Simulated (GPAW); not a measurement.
# How KZnF3 absorbs and reflects light

Aim: the dielectric function of KZnF3, and the optical constants that follow from it.

Program: GPAW 26.7.0. Level of theory: DFT, RPBE, plane-wave PAW (GPAW data sets), scalar-relativistic, RPA, optical limit. Results are calculated unless marked as measured.

## (1) Set-up

Symmetry: Pm-3m, No. 221, cubic system. Conventional cell: a = 4.050 Å, b = 4.050 Å, c = 4.050 Å, α = 90.00°, β = 90.00°, γ = 90.00°. Zn has 6 F at 2.02 Å nearest. K has 12 F at 2.86 Å nearest. Nearest to F lie 2 Zn at 2.02 Å and 4 K at 2.86 Å. Farther neighbours and most contacts between anions are not listed.

## (2) Ground state

The self-consistent density comes first; it also tells whether there is a gap, which decides the occupations and the need for a Drude term.

This step: DFT, RPBE, plane-wave PAW (GPAW data sets), scalar-relativistic, ground state (GPAW 26.7.0).

The input, gs.py:

```python
from ase import Atoms
from ase.dft.bandgap import bandgap
from gpaw import GPAW, PW, FermiDirac

atoms = Atoms(['Zn', 'K', 'F', 'F', 'F'],
              cell=[[4.05000000, 0.00000000, 0.00000000],
                    [0.00000000, 4.05000000, 0.00000000],
                    [0.00000000, 0.00000000, 4.05000000]],
              scaled_positions=[[0.50000000, 0.50000000, 0.50000000],
                                [0.00000000, 0.00000000, 0.00000000],
                                [0.50000000, 0.00000000, 0.50000000],
                                [0.00000000, 0.50000000, 0.50000000],
                                [0.50000000, 0.50000000, 0.00000000]],
              pbc=[True, True, True])
atoms.calc = GPAW(mode=PW(500), xc='RPBE', kpts={'size': (6, 6, 6), 'gamma': True},
                  occupations=FermiDirac(0.05), maxiter=150, txt='gs.txt')
print('energy (eV)', atoms.get_potential_energy())
print('Fermi level (eV)', atoms.calc.get_fermi_level())
print('valence electrons', atoms.calc.get_number_of_electrons())
print('gap (eV)', bandgap(atoms.calc, output=None)[0])
print('direct gap (eV)', bandgap(atoms.calc, direct=True, output=None)[0])
atoms.calc.write('gs.gpw')
```

Run with:

```console
> OMP_NUM_THREADS=1 python gs.py
```

Numbers of over 12 decimals in the logs are rounded to 6 here.

Log:

```text
__  _  _
 | _ |_)|_||  |
 |__||  | ||/\| - 26.7.0

Versions:
  Python: 3.12.14
  ASE:    3.29.0
  Numpy:  2.5.5
  Scipy:  1.18.1
  Libxc:  7.0.0

Input parameters:
  mode=PW(ecut=500.0),
  kpts=MonkhorstPack(size=(6, 6, 6), gamma=True),
  maxiter=150,
  occupations=Occupations(name='fermi-dirac', width=0.05, fixmagmom=False),
  xc=XC(name='RPBE')

Diagonalizing LCAO Hamiltonian
Converting LCAO to pw mode
   .---------.
  /|         |
 * |         |
 |F|   Zn    |
 | |         |
 | .--F------.
 |/    F    /
 K---------*

Atoms  # Å, Bohr magnetons
|   | symbol |        x |        y |        z |    initial magnetic moments |
| 0 |     Zn | 2.025000 | 2.025000 | 2.025000 | ( 0.0000,  0.0000,  0.0000) |
| 1 |      K | 0.000000 | 0.000000 | 0.000000 | ( 0.0000,  0.0000,  0.0000) |
| 2 |      F | 2.025000 | 0.000000 | 2.025000 | ( 0.0000,  0.0000,  0.0000) |
| 3 |      F | 0.000000 | 2.025000 | 2.025000 | ( 0.0000,  0.0000,  0.0000) |
| 4 |      F | 2.025000 | 2.025000 | 0.000000 | ( 0.0000,  0.0000,  0.0000) |

Unit cell  # Å
| periodic |        x |        y |        z |  lengths |    angles |
|      yes | 4.050000 | 0.000000 | 0.000000 | 4.050000 | 90.000000 |
|      yes | 0.000000 | 4.050000 | 0.000000 | 4.050000 | 90.000000 |
|      yes | 0.000000 | 0.000000 | 4.050000 | 4.050000 | 90.000000 |

Number of symmetries: 48
Symmetry operations  # r_c * U_cc + t_c -> r_c
|    | kind |            matrix            |
|  0 |  E   |  1, 0, 0,  0, 1, 0,  0, 0, 1 |
|  1 |  σ   |  1, 0, 0,  0, 1, 0,  0, 0,-1 |
|  2 |  σ   |  1, 0, 0,  0, 0, 1,  0, 1, 0 |
|  3 |  C4  |  1, 0, 0,  0, 0, 1,  0,-1, 0 |
|  4 |  C4  |  1, 0, 0,  0, 0,-1,  0, 1, 0 |
|  5 |  σ   |  1, 0, 0,  0, 0,-1,  0,-1, 0 |
|  6 |  σ   |  1, 0, 0,  0,-1, 0,  0, 0, 1 |
|  7 |  C2  |  1, 0, 0,  0,-1, 0,  0, 0,-1 |
|  8 |  σ   |  0, 1, 0,  1, 0, 0,  0, 0, 1 |
|  9 |  C2  |  0, 1, 0,  1, 0, 0,  0, 0,-1 |
| 10 |  C3  |  0, 1, 0,  0, 0, 1,  1, 0, 0 |
| 11 |  S6  |  0, 1, 0,  0, 0, 1, -1, 0, 0 |
| 12 |  S6  |  0, 1, 0,  0, 0,-1,  1, 0, 0 |
| 13 |  C3  |  0, 1, 0,  0, 0,-1, -1, 0, 0 |
| 14 |  C4  |  0, 1, 0, -1, 0, 0,  0, 0, 1 |
| 15 |  S4  |  0, 1, 0, -1, 0, 0,  0, 0,-1 |
| 16 |  C3  |  0, 0, 1,  1, 0, 0,  0, 1, 0 |
| 17 |  S6  |  0, 0, 1,  1, 0, 0,  0,-1, 0 |
| 18 |  σ   |  0, 0, 1,  0, 1, 0,  1, 0, 0 |
| 19 |  C4  |  0, 0, 1,  0, 1, 0, -1, 0, 0 |
| 20 |  C2  |  0, 0, 1,  0,-1, 0,  1, 0, 0 |
| 21 |  S4  |  0, 0, 1,  0,-1, 0, -1, 0, 0 |
| 22 |  S6  |  0, 0, 1, -1, 0, 0,  0, 1, 0 |
| 23 |  C3  |  0, 0, 1, -1, 0, 0,  0,-1, 0 |
| 24 |  S6  |  0, 0,-1,  1, 0, 0,  0, 1, 0 |
| 25 |  C3  |  0, 0,-1,  1, 0, 0,  0,-1, 0 |
| 26 |  C4  |  0, 0,-1,  0, 1, 0,  1, 0, 0 |
| 27 |  σ   |  0, 0,-1,  0, 1, 0, -1, 0, 0 |
| 28 |  S4  |  0, 0,-1,  0,-1, 0,  1, 0, 0 |
| 29 |  C2  |  0, 0,-1,  0,-1, 0, -1, 0, 0 |
| 30 |  C3  |  0, 0,-1, -1, 0, 0,  0, 1, 0 |
| 31 |  S6  |  0, 0,-1, -1, 0, 0,  0,-1, 0 |
| 32 |  C4  |  0,-1, 0,  1, 0, 0,  0, 0, 1 |
| 33 |  S4  |  0,-1, 0,  1, 0, 0,  0, 0,-1 |
| 34 |  S6  |  0,-1, 0,  0, 0, 1,  1, 0, 0 |
| 35 |  C3  |  0,-1, 0,  0, 0, 1, -1, 0, 0 |
| 36 |  C3  |  0,-1, 0,  0, 0,-1,  1, 0, 0 |
| 37 |  S6  |  0,-1, 0,  0, 0,-1, -1, 0, 0 |
| 38 |  σ   |  0,-1, 0, -1, 0, 0,  0, 0, 1 |
| 39 |  C2  |  0,-1, 0, -1, 0, 0,  0, 0,-1 |
| 40 |  σ   | -1, 0, 0,  0, 1, 0,  0, 0, 1 |
| 41 |  C2  | -1, 0, 0,  0, 1, 0,  0, 0,-1 |
| 42 |  C2  | -1, 0, 0,  0, 0, 1,  0, 1, 0 |
| 43 |  S4  | -1, 0, 0,  0, 0, 1,  0,-1, 0 |
| 44 |  S4  | -1, 0, 0,  0, 0,-1,  0, 1, 0 |
| 45 |  C2  | -1, 0, 0,  0, 0,-1,  0,-1, 0 |
| 46 |  C2  | -1, 0, 0,  0,-1, 0,  0, 0, 1 |
| 47 |  i   | -1, 0, 0,  0,-1, 0,  0, 0,-1 |

BZ-sampling:
  Number of BZ points: 216
  Number of IBZ points: 20

  Monkhorst-Pack size: [6, 6, 6]
  Monkhorst-Pack shift: [0.083333, 0.083333, 0.083333]

K-points  # in reciprocal-cell coordinates
|     |                                coordinates |     weight |
|   0 | (  0.00000000,   0.00000000,   0.00000000) | 0.00462963 |
|   1 | (  0.16666667,   0.00000000,   0.00000000) | 0.02777778 |
|   2 | (  0.16666667,   0.16666667,   0.00000000) | 0.05555556 |
|   3 | (  0.16666667,   0.16666667,   0.16666667) | 0.03703704 |
|   4 | (  0.33333333,   0.00000000,   0.00000000) | 0.02777778 |
|   5 | (  0.33333333,   0.16666667,   0.00000000) | 0.11111111 |
|   6 | (  0.33333333,   0.16666667,   0.16666667) | 0.11111111 |
|   7 | (  0.33333333,   0.33333333,   0.00000000) | 0.05555556 |
|   8 | (  0.33333333,   0.33333333,   0.16666667) | 0.11111111 |
|   9 | (  0.33333333,   0.33333333,   0.33333333) | 0.03703704 |
| ... |                                            |            |
|  19 | (  0.50000000,   0.50000000,   0.50000000) | 0.00462963 |

Plane wave coefficients: 1743
Cutoff: 500.0 eV

Spin-components: 1 (collinear spins)
Bands:           26
Projectors:      26
Spin-degeneracy: 2
Datatype:        complex128

Parallelization:
  kpt:    1
  domain: 1
  band:   1

Density:
  Valence electrons: 42.0
  Components: 1
  Grid points: [21 21 21]
  Charge: 0.0  # |e|

Potential:
  Grid points: [21 21 21]

species:
  Zn:
    name:    Zinc
    id:
    Z:       30.0
    valence: 12
    core:    18
    charge:  0.0  # [|e|]
    compensation charges:
      type: gauss
      rc: 0.37  # [Å]
      lmax: 2
    cutoffs:
      filter: 2.14  # [Å]
      core: 2.28  # [Å]
    projectors
    | kind |    occ | energy [eV] | rcut [Å] |
    |   4s |  2.000 |      -5.882 |    1.286 |
    |   4p |  0.000 |      -1.115 |    1.270 |
    |   3d | 10.000 |     -10.078 |    1.180 |
    |    s |        |      21.329 |    1.286 |
    |    p |        |      26.096 |    1.270 |
    |    d |        |      17.133 |    1.180 |

    Using partial waves for Zn as LCAO basis

  K:
    name:    Potassium
    id:
    Z:       19.0
    valence: 9
    core:    10
    charge:  0.0  # [|e|]
    compensation charges:
      type: gauss
      rc: 0.35  # [Å]
      lmax: 2
    cutoffs:
      filter: 1.91  # [Å]
      core: 1.27  # [Å]
    projectors
    | kind |    occ | energy [eV] | rcut [Å] |
    |   3s |  2.000 |     -35.407 |    1.122 |
    |   4s |  1.000 |      -2.277 |    1.122 |
    |   3p |  6.000 |     -18.838 |    1.106 |
    |    p |        |       8.374 |    1.106 |
    |    d |        |       0.000 |    0.937 |

    Using partial waves for K as LCAO basis

  F:
    name:    Fluorine
    id:
    Z:       9.0
    valence: 7
    core:    2
    charge:  0.0  # [|e|]
    compensation charges:
      type: gauss
      rc: 0.20  # [Å]
      lmax: 2
    cutoffs:
      filter: 1.14  # [Å]
      core: 0.74  # [Å]
    projectors
    | kind |    occ | energy [eV] | rcut [Å] |
    |   2s |  2.000 |     -29.979 |    0.635 |
    |   2p |  5.000 |     -11.057 |    0.635 |
    |    s |        |      -2.768 |    0.635 |
    |    p |        |      16.154 |    0.635 |
    |    d |        |       0.000 |    0.635 |

    Using partial waves for F as LCAO basis

Reference energy: -73402.968479  # eV

eigensolver:
  PPCG
  Converge bands: occupied
  niter=2

density mixing:
  MSR1-Mixer
  Pratt-step length: 0.05
  Maximum mixing coefficient: 0.75
  Old densities: 10
  SVD Regularization: 0.005
  Good broyden scale: 1.0
  Trust region scale: 1.0
  Backstep threshold: 4.0
  History deletion threshold: 6.0
  Fourier metric: weight=20.0, sigma=0.015

occupation numbers:
  Fermi-Dirac:
    width: 0.0500  # eV

poisson solver:
  ecut: 4000.0  # eV

xc functional:
  name: RPBE with 2 nearest neighbor stencil

convergence criteria:
- Maximum [total energy] change in last 3 cyles: 0.0005 eV / valence electron
- Maximum integral of absolute [dens]ity change: 0.0001 electrons / valence electron
- Maximum integral of absolute [eigenst]ate change: 4e-08 eV^2 / valence electron
maximum number of iterations: 150

SCF iterations
|iter     |      energy | eigst |  dens |
|iter:   1||  -20.109130 | -0.18 |       |
|iter:   2||  -19.743046 | -1.48 | -1.16 |
|iter:   3||  -18.623566 | -0.45 | -1.20 |
|iter:   4||  -18.632536 | -2.59 | -1.64 |
|iter:   5||  -18.643304c| -2.35 | -1.96 |
|iter:   6||  -18.644074c| -4.42 | -2.84 |
|iter:   7||  -18.644219c| -5.08 | -3.27 |
|iter:   8||  -18.644237c| -6.05 | -3.81 |
|iter:   9||  -18.644238c| -6.15 | -4.42c|
|iter:  10||  -18.644239c| -6.84 | -5.00c|
|iter:  11||  -18.644239c| -8.08c| -5.92c|

Converged in 11 steps
SCF loop duration: 14.218 s (1.293 s/step)
Energy contributions relative to reference atoms: (reference = -73402.968479)

Energy contributions:
  Kinetic:          45.072193
  Coulomb:         -38.331916
  Zero:              0.049241
  External:          0.000000
  Xc:              -25.433757
  Entropy:          -0.000000
  Spinorbit:         0.000000
  ----------------------------
  Free energy:     -18.644239
  Extrapolated:    -18.644239

dipole moment: (-26.893406, -26.893406, -26.893406)  # |e|*Ang

Fermi level: 3.936
Eigenvalues  # (at kpt = [0.000, 0.000, 0.000])
| band index |      eig [eV] | occ [0-2] |
|          0 |       -25.231 |     2.000 |
|        ... |               |           |
|         13 |        -1.056 |     2.000 |
|         14 |        -1.056 |     2.000 |
|         15 |        -0.072 |     2.000 |
|         16 |        -0.072 |     2.000 |
|         17 |        -0.072 |     2.000 |
|         18 |         0.146 |     2.000 |
|         19 |         0.146 |     2.000 |
|         20 |         0.146 |     2.000 |
|         21 |         6.004 |     0.000 |
|         22 |        10.892 |     0.000 |
|         23 |        10.892 |     0.000 |
|         24 |        11.717 |     0.000 |
|         25 |        13.075 |     0.000 |

Gap: 4.007 eV
Transition (v -> c):
  (s=0, k=19, n=20, [0.50, 0.50, 0.50]) -> (s=0, k=0, n=21, [0.00, 0.00, 0.00])
Direct/indirect transitions are different
Direct gap: 5.857 eV
Transition at: (s=0, k=0, n=20, [0.00, 0.00, 0.00])

--- standard output ---
energy (eV) -18.644239
Fermi level (eV) 3.936296
valence electrons 42.0
gap (eV) 4.007101
direct gap (eV) 5.857372
```

Elapsed: 16 s, on 1 thread of Arm Neoverse V2, shared host; peak memory 0.16 GiB.

This step gave:

```
energy                 : -18.64 eV
Fermi energy           : 3.936 eV
gap on the k-mesh      : 4.007 eV
direct gap on the mesh : 5.857 eV
electrons              : 42
```

There is a gap, 4.01 eV on this mesh (points off the mesh can give less), so no carriers' term is needed.

## (3) Bands for the response

At the fixed density, many empty bands are solved on the mesh of the response, since the spectrum sums over them.

This step: DFT, RPBE, plane-wave PAW (GPAW data sets), scalar-relativistic, bands at fixed density (GPAW 26.7.0).

The input, nscf.py:

```python
from ase.dft.bandgap import bandgap
from gpaw import GPAW, FermiDirac

calc = GPAW('gs.gpw').fixed_density(kpts={'size': (6, 6, 6), 'gamma': True}, nbands=51, convergence={'bands': 45},
                                    occupations=FermiDirac(0.001), txt='nscf.txt')
print('gap (eV)', bandgap(calc, output=None)[0])
print('direct gap (eV)', bandgap(calc, direct=True, output=None)[0])
print('top band over the Fermi level (eV)', min(calc.get_eigenvalues(kpt=k)[44] for k in range(len(calc.get_ibz_k_points()))) - calc.get_fermi_level())
calc.write('full.gpw', mode='all')
```

Run with:

```console
> OMP_NUM_THREADS=1 python nscf.py
```

Log:

```text
Diagonalizing LCAO Hamiltonian
Converting LCAO to pw mode
convergence criteria:
- Maximum integral of absolute [eigenst]ate change: 4e-08 eV^2 / valence electron
maximum number of iterations: 150

SCF iterations
|iter     |      energy | eigst |  dens |
|iter:   1||             | +3.63 |       |
|iter:   2||             | +2.48 |       |
|iter:   3||             | +1.92 |       |
|iter:   4||             | +1.10 |       |
|iter:   5||             | +0.45 |       |
|iter:   6||             | -0.61 |       |
|iter:   7||             | -1.36 |       |
|iter:   8||             | -2.41 |       |
|iter:   9||             | -3.20 |       |
|iter:  10||             | -4.15 |       |
|iter:  11||             | -4.89 |       |
|iter:  12||             | -5.68 |       |
|iter:  13||             | -6.17 |       |
|iter:  14||             | -6.61 |       |
|iter:  15||             | -6.78 |       |
|iter:  16||             | -7.11 |       |
|iter:  17||             | -7.28 |       |
|iter:  18||             | -7.43c|       |
SCF steps: 18
  __  _  _
 | _ |_)|_||  |
 |__||  | ||/\| - 26.7.0

Versions:
  Python: 3.12.14
  ASE:    3.29.0
  Numpy:  2.5.5
  Scipy:  1.18.1
  Libxc:  7.0.0

Input parameters:
  mode=PW(ecut=500.0),
  convergence={'bands': 45},
  gpts=array([21, 21, 21]),
  kpts=MonkhorstPack(size=(6, 6, 6), gamma=True),
  maxiter=150,
  nbands=51,
  occupations=Occupations(name='fermi-dirac', width=0.001, fixmagmom=False),
  parallel={},
  xc=XC(name='RPBE')

--- standard output ---
gap (eV) 4.007101
direct gap (eV) 5.857372
top band over the Fermi level (eV) 25.040999
```

Elapsed: 39 s, on 1 thread; peak memory 0.19 GiB.

(Continued in part 2 of 2.)

[Machine, clock and banner lines and Python warnings are left out of the logs.]

[Logs are printed without paths, hosts, clocks, repeated set-up lines and the standing remarks that a program may print on its own settings, such as how far it seeks lower states.]

[Hosts, paths, dates, database ids (printed as entryN), source tags and the programs' standing remarks are cut or masked in the printed files.]
